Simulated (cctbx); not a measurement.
**RbSr14Sb: as given, inverted or twinned?**

Space group Amm2 (no. 38), a = 13.2050 Å, b = 8.1270 Å, c = 14.1330 Å, α = 90.00°, β = 90.00°, γ = 90.00°.

| atom | mult. | x | y | z | Ueq (Å²) |
| --- | --- | --- | --- | --- | --- |
| Sb1 | 2 | 1/2 | 1/2 | 0.1657 | 0.0046 |
| Sr1 | 4 | 0.7429 | 1/2 | 0.3331 | 0.0051 |
| Sr2 | 4 | 0.7575 | 0 | 0.3321 | 0.0039 |
| Sr3 | 8 | 0.7522 | 0.7444 | 0.0842 | 0.0053 |
| Sr4 | 4 | 0 | 0.2420 | 0.4179 | 0.0045 |
| Sr5 | 4 | 1/2 | 0.2488 | 0.4131 | 0.0068 |
| Sr6 | 2 | 0 | 1/2 | 0.1640 | 0.0054 |
| Sr7 | 2 | 0 | 0 | 0.1617 | 0.0056 |
| Rb1 | 2 | 1/2 | 0 | 0.1645 | 0.0057 |

This is a model crystal, built by substitution and not relaxed, with assumed displacement parameters.

Data sets are simulated with cctbx and refined with Bijvoet mates kept apart; Flack x is then fitted as the share of an inverted twin with the atoms fixed, Hooft y from the Bijvoet differences. The group is acentric but holds improper operations, so there is an absolute structure (orientation) and no hand.

Untwinned crystal. What Flack and Hooft values should come out?

```
  λ (Å)  extinction (unmodelled)  d min (Å)  top counts  error (%)     model      R1  Flack x   s.u.  Hooft y   s.u.  pairs
0.71073                        0       0.77       20000        1.5  as given  0.0217   -0.015  0.007   -0.009  0.008    921
0.71073                        0       0.77       20000        1.5  inverted  0.0665    0.712  0.018    0.799  0.009    921
1.54184                      0.1       0.83       20000        1.5  as given  0.0291    0.022  0.019    0.018  0.017    745
```

With Mo Kα, x is within 3 s.u. of 0, so the absolute structure is right. With Cu Kα, x is within 3 s.u. of 0, so the absolute structure is right. The inverted model doesn't give 1 − x: the structure is pseudo-centrosymmetric, and the refinement slid into another minimum.

A further crystal gives:

```csv
λ (Å),extinction (unmodelled),d min (Å),top counts,error (%),model,R1,Flack x,s.u.,Hooft y,s.u.,pairs
0.4959,0.3,0.75,70000,2,as given,0.0195,0.144,0.011,0.140,0.011,993
```

**Question.** What is it?

It was simulated as an inversion twin with a fraction 0.15 of the inverted domain. Flack x is over 3 s.u. from both 0 and 1 and reads that fraction.

[Logs are printed without paths, hosts, clocks, repeated set-up lines and the standing remarks that a program may print on its own settings, such as how far it seeks lower states.]
